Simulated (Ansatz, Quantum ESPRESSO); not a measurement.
# Nb (Im-3m): electron–phonon coupling with Quantum ESPRESSO

Aim: mode couplings and λ of Nb (Im-3m) by double-delta sums in Quantum ESPRESSO.

Program: Ansatz 0.2.0 and Quantum ESPRESSO 7.5. Level of theory: DFT PBE, scalar-relativistic, plane waves, PAW, in the first sound run; inputs show where later runs differ. Results are calculated unless marked as measured.

This is a report of a sequence of runs, with most program output left out.

**1. Starting point**

It takes space group Im-3m (No. 229, cubic). Conventional cell: a = 3.328 Å, b = 3.328 Å, c = 3.328 Å, α = 90.00°, β = 90.00°, γ = 90.00°. Nearest to Nb lie 8 Nb at 2.88 Å.

**2. Relaxation**

The structure is brought to rest under this functional.

Input file input.yaml:

```yaml
crystal:
  lattice:
    - [-1.66395, 1.66395, 1.66395]
    - [1.66395, -1.66395, 1.66395]
    - [1.66395, 1.66395, -1.66395]
  atoms:
    - { symbol: Nb, position: [0.0, 0.0, 0.0] }
kpoints:
  mp_grid: { grid: [12, 12, 12] }
hamiltonian:
  xc: pbe
scf:
  occupations: { method: gaussian, width: 0.1 }
output:
  forces: true
  stress: true
  eigenvalues: true
relax:
  adjacent_minimum: "off"
  f_tol: 0.005
  max_steps: 80
  cell: { stress_tol: 0.05 }
```

Started as:

```console
$ ansatz run input.yaml --threads 4 --pin off --max-ram 8192MiB --backend cpu --events-out ev --progress --plain --runs-dir out
```

Run time: 2.4 s. Hardware: 4 threads of Intel Xeon Platinum 8175M at 2.50GHz (Skylake/Cascade Lake), shared host; peak memory 0.36 GiB.

Relaxation path:

```
step  energy less that of the first step (eV)  largest force component (eV/Å)  pressure (GPa)  volume (Å³)
   1                                   0.0000                          0.0000           -2.90        18.43
   2                                   0.0141                          0.0000            7.79        17.39
   3                                  -0.0029                          0.0000           -0.17        18.13
   4                                  -0.0029                          0.0000            0.00        18.12
   5                                  -0.0028                          0.0000            0.00        18.12
```

The log counts 1 steps on a newly chosen plane-wave basis, not all of them marked here; energy and pressure can jump at such steps. Relaxation step 2 was tried and not accepted.

```csv
"conventional cell, symmetrised",before,after,change
a (Å),3.328,3.309,-0.6 %
b (Å),3.328,3.309,-0.6 %
c (Å),3.328,3.309,-0.6 %
volume (Å³/atom),18.43,18.12,-1.7 %
```

The relaxed structure:

```cif
data_structure
_symmetry_space_group_name_H-M 'P 1'
_symmetry_Int_Tables_number 1
_cell_length_a 2.8657
_cell_length_b 2.8657
_cell_length_c 2.8657
_cell_angle_alpha 109.471
_cell_angle_beta 109.471
_cell_angle_gamma 109.471
_cell_volume 18.12
loop_
_atom_site_label
_atom_site_type_symbol
_atom_site_fract_x
_atom_site_fract_y
_atom_site_fract_z
_atom_site_occupancy
Nb1 Nb 0.00000 0.00000 0.00000 1
```

This step gave:

| Property | Result |
| --- | --- |
| pressure | 0.003936 GPa |
| volume per atom | 18.12 Å³ |
| metallic on mesh | yes |
| gap on the k-mesh | 0 eV |

The largest force is now zero by symmetry and the largest stress component 0.0039 GPa.

**3. Second program, ground state**

ph.x needs a tightly converged ground state on the same k mesh; the cell is that of the step before.

This step: DFT PBE, scalar-relativistic, plane waves, GBRV ultrasoft pseudopotentials (Quantum ESPRESSO 7.5).

Input file pw.in:

```
&control
   calculation = 'scf'
   prefix = 'x'
   outdir = './tmp'
   pseudo_dir = './pseudo'
   tprnfor = .true.
   tstress = .true.
/
&system
   ibrav = 0
   nat = 1
   ntyp = 1
   ecutwfc = 45.0
   ecutrho = 360.0
   occupations = 'smearing'
   smearing = 'fd'
   degauss = 0.00734986
   nbnd = 14
/
&electrons
   conv_thr = 1.0d-11
   mixing_beta = 0.5
/
ATOMIC_SPECIES
 Nb     92.9064  Nb.upf
CELL_PARAMETERS angstrom
    -1.654534806    1.654534806    1.654534806
     1.654534806   -1.654534806    1.654534806
     1.654534806    1.654534806   -1.654534806
ATOMIC_POSITIONS crystal
 Nb     0.000000000   0.000000000   0.000000000
K_POINTS automatic
 12 12 12 0 0 0
```

Started as:

```console
$ OMP_NUM_THREADS=1 mpirun -n 4 pw.x -nk 4 -in pw.in > pw.x.log
```

Wall time 6.8 s (4 MPI ranks).

Numbers from this step:

| Quantity | Value |
| --- | --- |
| pressure | -0.397 GPa |

With these potentials, mesh and smearing the cell is at -0.40 GPa.

**4. Phonons and couplings with ph.x: Fermi–Dirac smearing of 0.1 eV**

ph.x gives each mode's frequency and linewidth; λ of a mode follows from Gaussian double-delta sums over the k mesh, here at four widths.

Input file ph.in:

```
phonons and couplings
&inputph
   prefix = 'x'
   outdir = './tmp'
   tr2_ph = 1.0d-15
   fildyn = 'x.dyn'
   fildvscf = 'dvscf'
   ldisp = .true.
   nq1 = 3
   nq2 = 3
   nq3 = 3
   electron_phonon = 'simple'
   el_ph_ngauss = 0
   el_ph_sigma = 0.00734986
   el_ph_nsigma = 4
   alpha_mix(1) = 0.5
   amass(1) = 92.9064
/
```

Started as:

```console
$ OMP_NUM_THREADS=1 mpirun -n 4 ph.x -nk 4 -in ph.in > ph.x.log
```

Elapsed: 6.9 min, on 4 MPI ranks; 27 min of CPU time.

This step gave:

- highest frequency, solved or plainly interpolated: 186.5 cm⁻¹
- omega log against width: 19.47, 18.71, 18.5, 18.4 meV, at widths 0.1 to 0.4 eV

As ph.x prints them, no sum rule imposed; at the zone centre the sum is no linewidth. Double-delta sums:

```
    q1      q2       q3  star  mode  omega (meV)  lambda_q, sigma 0.1 eV  lambda_q, sigma 0.2 eV  lambda_q, sigma 0.3 eV  lambda_q, sigma 0.4 eV  half width at sigma 0.2 (meV)
     0       0        0     1     1        0.156                       0                       0                       0                       0                              0
     0       0        0     1     2        0.156                       0                       0                       0                       0                              0
     0       0        0     1     3        0.156                       0                       0                       0                       0                              0
     0       0   0.3333    12     1        14.43                  0.0711                  0.1875                  0.2288                  0.2346                        0.07663
     0       0   0.3333    12     2        15.19                  0.0675                   0.171                  0.1953                  0.1936                         0.0775
     0       0   0.3333    12     3        19.91                   0.649                  0.5164                  0.4685                  0.4139                         0.4018
     0  0.3333   0.3333     8     1        15.39                  0.0705                  0.3731                  0.4763                  0.4849                         0.1735
     0  0.3333   0.3333     8     2        21.44                  0.0334                  0.1697                  0.2123                   0.222                         0.1531
     0  0.3333   0.3333     8     3        21.44                  0.0334                  0.1697                  0.2123                   0.222                         0.1531
0.3333  0.3333  -0.3333     6     1        21.52                  0.1126                  0.2168                  0.2392                  0.2281                         0.1971
0.3333  0.3333  -0.3333     6     2        21.52                  0.1126                  0.2168                  0.2392                  0.2281                         0.1971
0.3333  0.3333  -0.3333     6     3        23.12                  0.2248                  0.3714                  0.3762                  0.3348                         0.3898
```

Mean over the q mesh without its centre; few wavevectors enter, so none of the widths can be taken as converged. The coupling constant λ, lambda by Gaussian width:

```csv
Gaussian width (eV),"coupling constant λ, lambda"
0.100,0.510
0.200,0.809
0.300,0.886
0.400,0.857
```

λ runs from 0.510 at 0.1 eV to 0.857 at 0.4 eV.

**5. Deformation potentials: PseudoDojo files, cutoff 1115.67 eV, Fermi–Dirac smearing of 0.1 eV**

The exported deformation potentials allow the same Gaussian double-delta sums that other programs print.

This step: DFT PBE, scalar-relativistic, plane waves, PseudoDojo norm-conserving pseudopotentials (Ansatz 0.2.0).

Input file input.yaml:

```yaml
crystal:
  lattice:
    - [-1.6545348056, 1.6545348056, 1.6545348056]
    - [1.6545348056, -1.6545348056, 1.6545348056]
    - [1.6545348056, 1.6545348056, -1.6545348056]
  atoms:
    - { symbol: Nb, position: [0.0, 0.0, 0.0] }
kpoints:
  mp_grid: { grid: [10, 10, 10] }
hamiltonian:
  xc: pbe
  pseudopotentials: { kind: nc, accuracy: standard }
scf:
  occupations: { method: fermi_dirac, width: 0.1 }
  n_extra_bands: 10
output:
  eigenvalues: true
basis:
  ecutwfc: 1115.667
phonons:
  method: dfpt
  qmesh: [2, 2, 2]
  temperatures: { t_max: 1000, t_step: 50 }
  qpath:
    path:
      - [[0.0, 0.0, 0.0], [0.5, -0.5, 0.5], [0.0, 0.0, 0.5], [0.0, 0.0, 0.0], [0.25, 0.25, 0.25], [0.5, -0.5, 0.5]]
      - [[0.25, 0.25, 0.25], [0.0, 0.0, 0.5]]
    npoints: 10
  electron_phonon_deformation_potentials: { window_half_width: 2.5 }
```

Started as:

```console
$ ansatz run input.yaml --threads 4 --pin off --max-ram 8192MiB --backend cpu --events-out ev --progress --plain --runs-dir out
```

Elapsed: 13 s, on 4 threads; peak memory 1.4 GiB; 45 s of CPU time.

This step gave:

```
zero point energy                                                              : 0.02654 eV/cell
share of imaginary modes in the plain interpolation between solved wavevectors : 0
highest frequency, solved or plainly interpolated                              : 204.7 cm⁻¹
Debye temperature (second moment)                                              : 271 K
```

Allen's double-delta sum on the run's k mesh, delta = exp(-(x/sigma)^2)/(sigma sqrt(pi)); at the zone centre the sum is no linewidth. Double-delta sums:

```csv
q1,q2,q3,star,mode,omega (meV),"lambda_q, sigma 0.05 eV","lambda_q, sigma 0.1 eV","lambda_q, sigma 0.2 eV","lambda_q, sigma 0.3 eV","lambda_q, sigma 0.4 eV",half width at sigma 0.2 (meV),<D²> at sigma 0.2 ((eV/Å)²),nesting at sigma 0.2 (1/eV²)
0,0,-0.5,6,1,14.89,0.3108,0.8279,0.6339,0.515,0.4376,0.4305,2.47,1.233
0,0,-0.5,6,2,19.32,0.1501,0.426,0.3777,0.327,0.2756,0.4319,2.478,1.233
0,0,-0.5,6,3,19.77,0.7593,1.295,1.145,0.947,0.7831,1.371,7.864,1.233
-0.5,-0.5,-0.5,1,1,25.39,0.1481,0.2525,0.1408,0.1472,0.1553,0.2779,2.505,0.7847
-0.5,-0.5,-0.5,1,2,25.39,0.1481,0.2525,0.1408,0.1472,0.1553,0.2779,2.505,0.7847
-0.5,-0.5,-0.5,1,3,25.39,0.1481,0.2525,0.1408,0.1472,0.1553,0.2779,2.505,0.7847
```

Mean over the q mesh without its centre; few wavevectors enter, so none of the widths can be taken as converged. Table of coupling constant λ, lambda by Gaussian width:

| Gaussian width (eV) | coupling constant λ, lambda |
| --- | --- |
| 0.050 | 1.11 |
| 0.100 | 2.29 |
| 0.200 | 1.91 |
| 0.300 | 1.60 |
| 0.400 | 1.35 |

Among the solved wavevectors the lowest mode, translations apart, is 120 cm⁻¹, so these are real on this k mesh.

**6. Second program, ground state**

This step: DFT PBE, scalar-relativistic, plane waves, PseudoDojo norm-conserving pseudopotentials (Quantum ESPRESSO 7.5).

pw.in, as its differences from that of step 3:

```diff
@@ -12,4 +12,4 @@
    ntyp = 1
-   ecutwfc = 45.0
-   ecutrho = 360.0
+   ecutwfc = 82.0
+   ecutrho = 328.0
    occupations = 'smearing'
@@ -32,2 +32,2 @@
 K_POINTS automatic
- 12 12 12 0 0 0
+ 10 10 10 0 0 0
```

Started as:

```console
$ OMP_NUM_THREADS=1 mpirun -n 4 pw.x -nk 4 -in pw.in > pw.x.log
```

It took 4.7 s on 4 MPI ranks; 18 s of CPU time.

Numbers from this step:

| Item | Value |
| --- | --- |
| pressure | 0.8560 GPa |

With these potentials, mesh and smearing the cell is at 0.86 GPa.

**7. Second program, linear response: Fermi–Dirac smearing of 0.1 eV**

ph.in, as its differences from that of step 4:

```diff
@@ -8,5 +8,5 @@
    ldisp = .true.
-   nq1 = 3
-   nq2 = 3
-   nq3 = 3
+   nq1 = 2
+   nq2 = 2
+   nq3 = 2
    electron_phonon = 'simple'
```

Started as:

```console
$ OMP_NUM_THREADS=1 mpirun -n 4 ph.x -nk 4 -in ph.in > ph.x.log
```

It took 93 s on 4 MPI ranks; 6.2 min of CPU time.

This step gave:

- highest frequency, solved or plainly interpolated: 204.8 cm⁻¹
- omega log against width: 18.26, 18.31, 18.38, 18.42 meV, at widths 0.1 to 0.4 eV

As ph.x prints them, no sum rule imposed; at the zone centre the sum is no linewidth. Double-delta sums:

| q1 | q2 | q3 | star | mode | omega (meV) | lambda_q, sigma 0.1 eV | lambda_q, sigma 0.2 eV | lambda_q, sigma 0.3 eV | lambda_q, sigma 0.4 eV | half width at sigma 0.2 (meV) |
| --- | --- | --- | --- | --- | --- | --- | --- | --- | --- | --- |
| 0 | 0 | 0 | 1 | 1 | 0.2128 | 0 | 0 | 0 | 0 | 0 |
| 0 | 0 | 0 | 1 | 2 | 0.2128 | 0 | 0 | 0 | 0 | 0 |
| 0 | 0 | 0 | 1 | 3 | 0.2128 | 0 | 0 | 0 | 0 | 0 |
| 0 | 0 | -0.5 | 6 | 1 | 14.89 | 0.8282 | 0.6341 | 0.5152 | 0.4377 | 0.4304 |
| 0 | 0 | -0.5 | 6 | 2 | 19.32 | 0.4263 | 0.378 | 0.3272 | 0.2758 | 0.4319 |
| 0 | 0 | -0.5 | 6 | 3 | 19.77 | 1.295 | 1.146 | 0.9475 | 0.7835 | 1.371 |
| -0.5 | -0.5 | -0.5 | 1 | 1 | 25.39 | 0.2524 | 0.1408 | 0.1472 | 0.1552 | 0.2779 |
| -0.5 | -0.5 | -0.5 | 1 | 2 | 25.39 | 0.2524 | 0.1408 | 0.1472 | 0.1552 | 0.2779 |
| -0.5 | -0.5 | -0.5 | 1 | 3 | 25.39 | 0.2524 | 0.1408 | 0.1472 | 0.1552 | 0.2779 |

Mean over the q mesh without its centre; few wavevectors enter, so none of the widths can be taken as converged. Table of coupling constant λ, lambda by Gaussian width:

| Gaussian width (eV) | coupling constant λ, lambda |
| --- | --- |
| 0.100 | 2.29 |
| 0.200 | 1.91 |
| 0.300 | 1.60 |
| 0.400 | 1.35 |

λ runs from 2.29 at 0.1 eV to 1.35 at 0.4 eV.

**8. Summary of results**

| Property | Result |
| --- | --- |
| phonon run of the rows without a label of their own | PBE, q 2×2×2, k 10×10×10 |
| coupling λ by Gaussian sums at 0.2 eV, Quantum ESPRESSO, GBRV, cutoff 612 eV, q 3×3×3, k 12×12×12 | 0.809 |
| coupling λ by Gaussian sums at 0.2 eV, Ansatz, PseudoDojo, cutoff 1116 eV, q 2×2×2, k 10×10×10 | 1.91 |
| coupling λ by Gaussian sums at 0.2 eV, Quantum ESPRESSO, PseudoDojo, cutoff 1116 eV, q 2×2×2, k 10×10×10 | 1.91 |

Under gradient-corrected functionals ph.x can misplace modes where the density is low; no frozen-phonon run checks these frequencies. With the same potentials, cutoff and meshes the two programs' mean λ differ by under 0.1 % over the four widths. In the last run that gave them, λ from the Gaussian sums still varies by a factor of 1.7 between widths of 0.1 and 0.4 eV; these sums hold few wavevectors and leave out the zone centre.

[Logs are printed without paths, hosts, clocks, repeated set-up lines and the standing remarks that a program may print on its own settings, such as how far it seeks lower states.]

[Hosts, paths, dates, database ids (printed as entryN), source tags and the programs' standing remarks are cut or masked in the printed files.]
